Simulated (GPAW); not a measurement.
## STM contrast on Bi2Se3 quintuple layer monolayer

Aim: Tersoff-Hamann images of Bi2Se3 quintuple layer monolayer at several biases.

Calculated with GPAW 26.7.0; GPAW, PAW setups; layer in a repeated cell with vacuum, relaxation of atoms and in-plane cell, in the first sound run; inputs show where later runs differ.

Most raw output is cut from this account.

### Step 1. The structure

The cell holds 5 atoms: 3 Se and 2 Bi. Cell: a = 4.190 Å, b = 4.190 Å, c = 23.200 Å, α = 90.0°, β = 90.0°, γ = 120.0°. Vacuum lies along c.

### Step 2. Relaxation

Forces are removed first; all later runs use this geometry.

The input, run.py:

```python
import json
import numpy as np
from ase import Atoms
from ase.filters import FrechetCellFilter
from ase.optimize import BFGS
from gpaw import GPAW, PW

slab = Atoms(
    ['Se', 'Bi', 'Se', 'Bi', 'Se'],
    positions=[
        [-0.00000, 2.41910, 8.00000],
        [2.09500, 1.20955, 9.65000],
        [0.00000, 0.00000, 11.60000],
        [-0.00000, 2.41910, 13.55000],
        [2.09500, 1.20955, 15.20000]],
    cell=[[4.19, 0.0, 0.0], [-2.095, 3.62865, 0.0], [0.0, 0.0, 23.2]],
    pbc=[True, True, True])

slab.calc = GPAW(mode=PW(600), xc='PBE', kpts={'size': (9, 9, 1), 'gamma': True},
                 occupations={'name': 'fermi-dirac', 'width': 0.05}, nbands='160%',
                 convergence={'density': 1e-05}, maxiter=200,
                 symmetry={'tolerance': 1e-3}, txt='slab.txt')
result = {}
# The in-plane cell is free; stress needs a cell that repeats along all three vectors
path = []
opt = BFGS(FrechetCellFilter(slab, mask=[1, 1, 0, 0, 0, 1]), maxstep=0.2)
opt.attach(lambda: path.append((slab.get_potential_energy(), slab.positions.tolist(), slab.get_forces().tolist())))
result['relaxed'] = bool(opt.run(fmax=0.02, steps=45))
result['path'] = path
result['cell'] = slab.cell.tolist()
print('in-plane lattice', slab.cell.cellpar().round(4)[[0, 1, 5]])
energy = slab.get_potential_energy()
fermi = slab.calc.get_fermi_level()
v = slab.calc.get_electrostatic_potential().mean((0, 1)) - fermi
n = slab.calc.get_pseudo_density().mean((0, 1))
L = slab.cell[2, 2]
z = np.arange(len(v)) * L / len(v)
low, high = slab.positions[:, 2].min(), slab.positions[:, 2].max()
below, above = np.interp([low - 5.8, high + 5.8], z, v)
slopes = [np.interp(x, z, np.gradient(v, z)) for x in (low - 5.8, high + 5.8)]
eps = np.array([[slab.calc.get_eigenvalues(k, s) for k in range(len(slab.calc.get_ibz_k_points()))]
                for s in range(slab.calc.get_number_of_spins())]) - fermi
top, bottom = eps[eps < 0].max(), eps[eps > 0].min()
dipole = slab.get_dipole_moment()[2]
print(f'energy {energy:.4f} eV, Fermi level {fermi:.4f} eV, dipole {dipole:.5f} e A')
print(f'potential 5.8 A off the faces, from the Fermi level: lower {below:.4f} eV, upper {above:.4f} eV')
print(f'slope of the potential there: lower {slopes[0]:.5f}, upper {slopes[1]:.5f} eV/A')
print(f'nearest levels on the mesh: {top:.4f} and {bottom:.4f} eV')
print('magnetic moment', round(slab.get_magnetic_moment(), 3))
result.update(energy=energy, fermi=fermi, dipole=dipole, below=below, above=above, slopes=slopes, edges=[top, bottom],
              z=z.tolist(), v=v.tolist(), n=n.tolist(), positions=slab.positions.tolist(),
              forces=slab.get_forces(apply_constraint=False).tolist(), moments=slab.get_magnetic_moments().tolist())
json.dump(result, open('result.json', 'w'))
```

Started as:

```console
$ OMP_NUM_THREADS=1 OPENBLAS_NUM_THREADS=1 python run.py
```

Run time: 22 min. Hardware: 1 thread of Intel Xeon Platinum 8259CL at 2.50GHz (Skylake/Cascade Lake), shared host; peak memory 0.59 GiB.

This step gave:

```
dipole along the normal                    : 1.93e-4 e·Å
levels nearest the Fermi level on the mesh : -0.4965, 0.3563 eV from the Fermi level
```

The electrostatic potential energy of an electron (without an applied field's), less the Fermi level, planar mean oscillates, so the rows of the table below give means over windows of 1.98 Å about each position, cut where the curve ends. Its maxima inside the range that stand out by 2 % of the span (Å: eV): 8.8: -3.99, 10.7: -0.393, 12.5: -0.393, 14.4: -3.99. Its minima: 8.1: -11.4, 9.6: -14.4, 11.6: -11.0, 13.6: -14.4, 15.1: -11.4.

Table of electrostatic potential energy of an electron (without an applied field's), less the Fermi level, planar mean by z; means over each step:

```tsv
z (Å)	electrostatic potential energy of an electron (without an applied field's), less the Fermi level, planar mean (eV)
0.99	5.49
2.97	5.49
4.95	5.47
6.93	2.29
8.91	-9.14
10.89	-5.41
12.87	-6.49
14.85	-6.34
16.83	4.79
18.81	5.48
20.79	5.49
22.77	5.49
```

The pseudo valence density, planar mean oscillates, so the rows of the table below give means over windows of 0.5 Å about each position, cut where the curve ends. Its maxima inside the range that stand out by 2 % of the span (Å: e/Å³): 7.73: 0.248, 9.62: 0.974, 11.17: 0.276, 12.03: 0.276, 13.58: 0.974, 15.47: 0.248. Its minima: 8.08: 0.147, 10.65: 0.203, 11.69: 0.163, 12.55: 0.203, 15.12: 0.147.

Pseudo valence density, planar mean against z; means over each step:

z (Å), pseudo valence density, planar mean (e/Å³) and a bar:
```
      4.5      0.000 
      5.0      0.000 
      5.5      0.001 
      6.0      0.004 
      6.5      0.018 #
      7.0      0.073 ###
      7.5      0.199 #######
      8.0      0.190 #######
      8.5      0.293 ##########
      9.0      0.380 #############
      9.5      0.811 ############################
     10.0      0.576 ####################
     10.5      0.233 ########
     11.0      0.244 #########
     11.5      0.200 #######
     12.0      0.246 #########
     12.5      0.217 ########
     13.0      0.371 #############
     13.5      0.856 ##############################
     14.0      0.517 ##################
     14.5      0.317 ###########
     15.0      0.211 #######
     15.5      0.218 ########
     16.0      0.119 ####
     16.5      0.032 #
     17.0      0.007 
     17.5      0.002 
     18.0      0.000 
     18.5      0.000
```

The relaxation lowered the energy of the cell by 0.0511 eV (energies extrapolated to zero smearing; the optimiser's log prints free energies). The largest force left on a free atom is 0.015 eV/Å.

### Step 3. The slab's potential

The work function is the vacuum plateau of the electrostatic potential less the Fermi level; a dipole layer lets the two faces have plateaus of their own.

This step: GPAW, PAW setups; slab in vacuum (GPAW 26.7.0).

The cell differs from the one that the last finished run ended in (c 23.200 → 23.031 Å).

The input, run.py:

```python
import json
import numpy as np
from ase import Atoms
from ase.dft.stm import STM
from gpaw import GPAW, PW

slab = Atoms(
    ['Se', 'Bi', 'Se', 'Bi', 'Se'],
    positions=[
        [0.00000, 2.41480, 8.00000],
        [2.09128, 1.20740, 9.56124],
        [0.00000, 0.00000, 11.51539],
        [0.00000, 2.41480, 13.46953],
        [2.09128, 1.20740, 15.03077]],
    cell=[[4.18256, -0.0, 0.0], [-2.09128, 3.62221, 0.0], [0.0, 0.0, 23.0308]],
    pbc=[True, True, False])

slab.calc = GPAW(mode=PW(400), xc='PBE', kpts={'size': (9, 9, 1), 'gamma': True},
                 occupations={'name': 'fermi-dirac', 'width': 0.05}, nbands='160%',
                 convergence={'density': 1e-05}, maxiter=200,
                 poissonsolver={'dipolelayer': 'xy'},
                 symmetry={'tolerance': 1e-3}, txt='slab.txt')
result = {}
energy = slab.get_potential_energy()
fermi = slab.calc.get_fermi_level()
v = slab.calc.get_electrostatic_potential().mean((0, 1)) - fermi
n = slab.calc.get_pseudo_density().mean((0, 1))
L = slab.cell[2, 2]
z = np.arange(len(v)) * L / len(v)
low, high = slab.positions[:, 2].min(), slab.positions[:, 2].max()
below, above = np.interp([low - 5.8, high + 5.8], z, v)
slopes = [np.interp(x, z, np.gradient(v, z)) for x in (low - 5.8, high + 5.8)]
eps = np.array([[slab.calc.get_eigenvalues(k, s) for k in range(len(slab.calc.get_ibz_k_points()))]
                for s in range(slab.calc.get_number_of_spins())]) - fermi
top, bottom = eps[eps < 0].max(), eps[eps > 0].min()
dipole = slab.get_dipole_moment()[2]
print(f'energy {energy:.4f} eV, Fermi level {fermi:.4f} eV, dipole {dipole:.5f} e A')
print(f'potential 5.8 A off the faces, from the Fermi level: lower {below:.4f} eV, upper {above:.4f} eV')
print(f'slope of the potential there: lower {slopes[0]:.5f}, upper {slopes[1]:.5f} eV/A')
print(f'nearest levels on the mesh: {top:.4f} and {bottom:.4f} eV')
print('magnetic moment', round(slab.get_magnetic_moment(), 3))
result.update(energy=energy, fermi=fermi, dipole=dipole, below=below, above=above, slopes=slopes, edges=[top, bottom],
              z=z.tolist(), v=v.tolist(), n=n.tolist(), positions=slab.positions.tolist(),
              forces=slab.get_forces(apply_constraint=False).tolist(), moments=slab.get_magnetic_moments().tolist())

# Images need the states of the whole zone, up to time reversal
slab.calc = slab.calc.fixed_density(symmetry={'point_group': False}, txt='states.txt', nbands='280%',
                                    convergence={'bands': 'CBM+2.3'})
stm = STM(slab)
result['stm'] = []
for bias in [-1.5, 2.0]:
    height = high + 3.0
    current = stm.get_averaged_current(bias, height)
    x, y, h = stm.scan(bias, current)
    i, f = divmod(height / L * stm.ldos.shape[2], 1)
    I = abs((1 - f) * stm.ldos[:, :, int(i)] + f * stm.ldos[:, :, int(i) + 1])
    print(f'bias {bias} V: mean current at 3.0 A {current:.4e}, corrugation {np.ptp(h):.4f} A')
    result['stm'].append(dict(bias=bias, current=current, h=(h - high).tolist(), I=I.tolist()))
json.dump(result, open('result.json', 'w'))
```

Wall time 4.5 min (1 thread); peak memory 0.66 GiB.

Numbers from this step:

| Quantity | Value |
| --- | --- |
| dipole along the normal | -4.04e-4 e·Å |
| levels nearest the Fermi level on the mesh | -0.4979, 0.3577 eV from the Fermi level |
| upper work function | 5.490 eV |
| lower work function | 5.483 eV |
| corrugation -1.5 | 0.6352 Å |
| corrugation 2 | 0.4672 Å |
| upper ionisation energy | 5.988 eV |

The electrostatic potential energy of an electron (without an applied field's), less the Fermi level, planar mean oscillates, so the rows of the table below give means over windows of 1.92 Å about each position, cut where the curve ends. Its maxima inside the range that stand out by 2 % of the span (Å: eV): 8.7: -4.07, 10.7: -0.396, 12.4: -0.395, 14.3: -4.07. Its minima: 8.0: -11.4, 9.6: -14.4, 11.5: -11.0, 13.4: -14.4, 15.0: -11.4.

Table of electrostatic potential energy of an electron (without an applied field's), less the Fermi level, planar mean by z; means over each step:

```tsv
z (Å)	electrostatic potential energy of an electron (without an applied field's), less the Fermi level, planar mean (eV)
0.96	5.48
2.88	5.48
4.80	5.48
6.72	3.24
8.64	-8.56
10.56	-5.71
12.48	-5.73
14.40	-8.52
16.32	3.30
18.24	5.48
20.16	5.49
22.08	5.49
```

The pseudo valence density, planar mean oscillates, so the rows of the table below give means over windows of 1 Å about each position, cut where the curve ends. Its maxima inside the range that stand out by 2 % of the span (Å: e/Å³): 7.7: 0.245, 9.6: 0.968, 11.1: 0.276, 11.9: 0.276, 13.4: 0.968, 15.4: 0.245. Its minima: 7.9: 0.165, 10.7: 0.207, 11.5: 0.147, 12.4: 0.207, 15.1: 0.165.

The pseudo valence density, planar mean by z; means over each step:

```tsv
z (Å)	pseudo valence density, planar mean (e/Å³)
4	1.9e-5
5	3.5e-4
6	0.00695
7	0.101
8	0.228
9	0.497
10	0.520
11	0.227
12	0.226
13	0.499
14	0.516
15	0.230
16	0.108
17	0.00758
18	3.8e-4
19	2.1e-5
```

Tip height over the top atom over a1 and a2. Sample bias -1.5 V, constant current at the mean current 3.0 Å over the top atom.

Values in Å, 12 rows by 16 columns, each cell a mean:
```
2.67 2.70 2.75 2.80 2.86 2.90 2.93 2.94 2.94 2.92 2.89 2.84 2.79 2.74 2.69 2.67
2.76 2.77 2.77 2.78 2.80 2.81 2.82 2.83 2.82 2.81 2.80 2.79 2.78 2.77 2.77 2.76
2.86 2.83 2.80 2.77 2.74 2.73 2.72 2.73 2.75 2.77 2.80 2.83 2.86 2.88 2.89 2.88
2.96 2.90 2.83 2.77 2.70 2.67 2.67 2.72 2.79 2.86 2.92 2.97 3.01 3.03 3.02 3.00
3.01 2.93 2.85 2.77 2.70 2.69 2.74 2.81 2.91 2.99 3.05 3.09 3.12 3.12 3.10 3.07
3.03 2.95 2.85 2.77 2.73 2.76 2.84 2.93 3.03 3.10 3.15 3.19 3.20 3.19 3.16 3.10
3.02 2.92 2.83 2.77 2.79 2.86 2.96 3.05 3.13 3.20 3.24 3.25 3.25 3.23 3.18 3.11
2.97 2.87 2.80 2.78 2.84 2.94 3.04 3.12 3.20 3.24 3.26 3.27 3.25 3.22 3.15 3.08
2.89 2.81 2.77 2.80 2.89 3.00 3.08 3.16 3.22 3.25 3.26 3.26 3.22 3.17 3.10 3.01
2.79 2.74 2.75 2.82 2.93 3.03 3.10 3.16 3.21 3.23 3.22 3.20 3.14 3.08 3.00 2.90
2.69 2.68 2.74 2.82 2.93 3.02 3.08 3.12 3.15 3.16 3.14 3.10 3.04 2.96 2.87 2.78
2.64 2.67 2.74 2.82 2.91 2.98 3.03 3.06 3.07 3.06 3.03 2.99 2.91 2.83 2.75 2.68
```
Columns: a1 from 0 to 0.95; rows upwards: a2 from 0 to 0.95.

Local density of states summed over the bias window over a1 and a2. Sample bias -1.5 V, constant height 3.0 Å over the top atom.

Ten even steps from '_' (0.29 × 1e-4 arbitrary) to '@' (1.52 × 1e-4 arbitrary):
```
__________....::::::::::::....__________
__________..................____________
______________........__________________
..______________________________........
......____________________..............
::....__________________....::::::::::::
::::....____________....::::----====----
--::....__________....::--====++++++====
--::....________....::--==++********++==
--::....______....::--==**##########**==
--::..________..::--==**##%%%%%%%%##**==
--::..______..::--==**##%%@@@@@@%%##**==
::....____....::==++##%%@@@@@@@@%%##++==
::..______..::--==**##%%@@@@@@%%##**==--
..________..::--++**##%%@@@@%%##**++--::
..______....::==++**##%%%%%%##**++==::..
________....::==++**########**++==::....
________....::--==++******++==--::....__
________....::--============--::....____
________....::::----------::::....______
```
Columns: a1 from 0 to 0.95; rows upwards: a2 from 0 to 0.95.

Tip height over the top atom over a1 and a2. Sample bias 2 V, constant current at the mean current 3.0 Å over the top atom.

Values in Å, 12 rows by 16 columns, each cell a mean:
```
2.87 2.87 2.88 2.90 2.92 2.93 2.94 2.95 2.95 2.94 2.93 2.91 2.90 2.88 2.87 2.87
2.89 2.89 2.88 2.87 2.86 2.86 2.85 2.85 2.86 2.86 2.87 2.88 2.89 2.90 2.90 2.90
2.94 2.91 2.88 2.84 2.81 2.79 2.78 2.79 2.81 2.84 2.87 2.91 2.94 2.96 2.96 2.96
2.98 2.93 2.87 2.82 2.77 2.75 2.76 2.79 2.84 2.90 2.95 3.00 3.03 3.04 3.04 3.02
3.01 2.94 2.87 2.81 2.77 2.76 2.79 2.84 2.92 2.99 3.04 3.07 3.09 3.09 3.08 3.06
3.02 2.95 2.87 2.82 2.80 2.82 2.86 2.93 3.02 3.07 3.11 3.14 3.15 3.14 3.12 3.08
3.01 2.94 2.88 2.84 2.85 2.90 2.96 3.03 3.10 3.15 3.18 3.20 3.19 3.17 3.13 3.08
2.99 2.93 2.88 2.87 2.90 2.97 3.03 3.09 3.15 3.19 3.21 3.21 3.20 3.16 3.11 3.06
2.96 2.90 2.88 2.90 2.96 3.02 3.07 3.12 3.17 3.20 3.21 3.20 3.17 3.13 3.08 3.03
2.91 2.88 2.89 2.92 2.99 3.04 3.08 3.12 3.16 3.17 3.17 3.15 3.11 3.07 3.02 2.97
2.87 2.87 2.89 2.93 2.99 3.03 3.06 3.09 3.11 3.11 3.10 3.08 3.04 3.00 2.96 2.91
2.86 2.86 2.89 2.92 2.97 3.00 3.03 3.04 3.05 3.04 3.03 3.01 2.97 2.93 2.89 2.87
```
Columns: a1 from 0 to 0.95; rows upwards: a2 from 0 to 0.95.

Local density of states summed over the bias window over a1 and a2. Sample bias 2 V, constant height 3.0 Å over the top atom.

Values in units of 1e-4 arbitrary, 12 rows by 16 columns, each cell a mean:
```
0.8 0.8 0.8 0.8 0.8 0.9 0.9 0.9 0.9 0.9 0.9 0.8 0.8 0.8 0.8 0.8
0.8 0.8 0.8 0.8 0.8 0.7 0.7 0.7 0.7 0.8 0.8 0.8 0.8 0.8 0.8 0.8
0.9 0.8 0.8 0.7 0.7 0.7 0.7 0.7 0.7 0.7 0.8 0.8 0.9 0.9 0.9 0.9
0.9 0.9 0.8 0.7 0.6 0.6 0.6 0.7 0.7 0.8 0.9 1.0 1.0 1.1 1.1 1.0
1.0 0.9 0.8 0.7 0.6 0.6 0.7 0.7 0.8 1.0 1.1 1.2 1.2 1.2 1.2 1.1
1.0 0.9 0.8 0.7 0.7 0.7 0.8 0.9 1.0 1.2 1.3 1.4 1.4 1.4 1.3 1.2
1.0 0.9 0.8 0.7 0.7 0.8 0.9 1.1 1.2 1.4 1.5 1.6 1.5 1.5 1.3 1.2
1.0 0.8 0.8 0.8 0.8 0.9 1.1 1.2 1.4 1.5 1.6 1.6 1.6 1.4 1.3 1.1
0.9 0.8 0.8 0.8 0.9 1.0 1.2 1.3 1.5 1.6 1.6 1.6 1.5 1.3 1.2 1.0
0.8 0.8 0.8 0.8 1.0 1.1 1.2 1.3 1.4 1.5 1.5 1.4 1.3 1.2 1.0 0.9
0.8 0.8 0.8 0.9 1.0 1.1 1.1 1.2 1.3 1.3 1.3 1.2 1.1 1.0 0.9 0.8
0.8 0.8 0.8 0.8 0.9 1.0 1.0 1.1 1.1 1.1 1.1 1.0 0.9 0.9 0.8 0.8
```
Columns: a1 from 0 to 0.95; rows upwards: a2 from 0 to 0.95.

The layer is gapped, so the Fermi level lies somewhere inside the gap, set by smearing and numerics, and these work functions are no property of the material; the band edges below the vacuum level are. The potential is flat to 2.9e-6 eV/Å where it is read, so the vacuum is wide enough.

### Step 4. A changed run

One more run, with changed settings.

run.py: that of step 3 with these lines changed.

```diff
@@ -3,4 +3,4 @@
 from ase import Atoms
-from ase.dft.stm import STM
 from gpaw import GPAW, PW
+from gpaw.external import ConstantElectricField
 
@@ -19,4 +19,5 @@
                  occupations={'name': 'fermi-dirac', 'width': 0.05}, nbands='160%',
-                 convergence={'density': 1e-05}, maxiter=200,
+                 convergence={'density': 1e-05}, maxiter=50,
                  poissonsolver={'dipolelayer': 'xy'},
+                 external=ConstantElectricField(3.0, [0, 0, 1]),
                  symmetry={'tolerance': 1e-3}, txt='slab.txt')
@@ -44,16 +45,2 @@
               forces=slab.get_forces(apply_constraint=False).tolist(), moments=slab.get_magnetic_moments().tolist())
-
-# Images need the states of the whole zone, up to time reversal
-slab.calc = slab.calc.fixed_density(symmetry={'point_group': False}, txt='states.txt', nbands='280%',
-                                    convergence={'bands': 'CBM+2.3'})
-stm = STM(slab)
-result['stm'] = []
-for bias in [-1.5, 2.0]:
-    height = high + 3.0
-    current = stm.get_averaged_current(bias, height)
-    x, y, h = stm.scan(bias, current)
-    i, f = divmod(height / L * stm.ldos.shape[2], 1)
-    I = abs((1 - f) * stm.ldos[:, :, int(i)] + f * stm.ldos[:, :, int(i) + 1])
-    print(f'bias {bias} V: mean current at 3.0 A {current:.4e}, corrugation {np.ptp(h):.4f} A')
-    result['stm'].append(dict(bias=bias, current=current, h=(h - high).tolist(), I=I.tolist()))
 json.dump(result, open('result.json', 'w'))
```

Run time: 4.4 min. Hardware: 1 thread; peak memory 0.45 GiB.

The run finished. A setting was moved off its sound value on purpose, so it serves as a test and not as the result.

The fault put into the input: a field far too strong (field = 3.0).

The two runs compared:

```tsv
quantity	this run	sound run	difference
dipole along the normal (e·Å)	3.2768	-4.037e-4	3.28
```

One result that differs is the dipole along the normal, 3.28 e·Å against -4.0e-4 e·Å.

### Step 5. Summary of results

```
work function, upper and lower face (Fermi level placed in the gap by the smearing) : 5.490 and 5.483 eV
ionisation energy from the upper face (highest filled level on the mesh)            : 5.99 eV
electron affinity from the upper face (lowest empty Kohn-Sham level on the mesh)    : 5.13 eV
dipole along the normal                                                             : -4.0e-4 e Å
corrugation at -1.5 V                                                               : 0.635 Å
corrugation at 2 V                                                                  : 0.467 Å
```

What this shows: The corrugation at constant current is largest at -1.5 V, where the tip height varies by 0.64 Å over the cell. Negative sample bias images filled states, positive bias empty ones. The levels nearest the Fermi level on the mesh lie 0.856 eV apart, so the slab is gapped there: the smearing puts the Fermi level inside the gap, and from either face the ionisation energy is the work function plus 0.50 eV. Both are Kohn-Sham levels on the mesh, and semilocal gaps are too small, so the affinity tends to come out too large and the ionisation energy too small. The images are of Tersoff-Hamann type: an s-wave tip, no tip-sample forces, heights closer than in a microscope. With elements this heavy, spin-orbit coupling can move band edges by tenths of an eV. Biases count from a Fermi level whose place in the gap is arbitrary, so only their reach past the band edges has a meaning. The small printed dipole stands for a step of 4.8 meV from the lower to the upper face, and the probes find 6.3 meV; values this small are near the numerical noise of both. The layer's cell and atoms come from the relaxation; spin-orbit coupling and temperature are left out.

[Logs are printed without paths, hosts, clocks, repeated set-up lines and the standing remarks that a program may print on its own settings, such as how far it seeks lower states.]

[Hosts, paths, dates, database ids (printed as entryN), source tags and the programs' standing remarks are cut or masked in the printed files.]
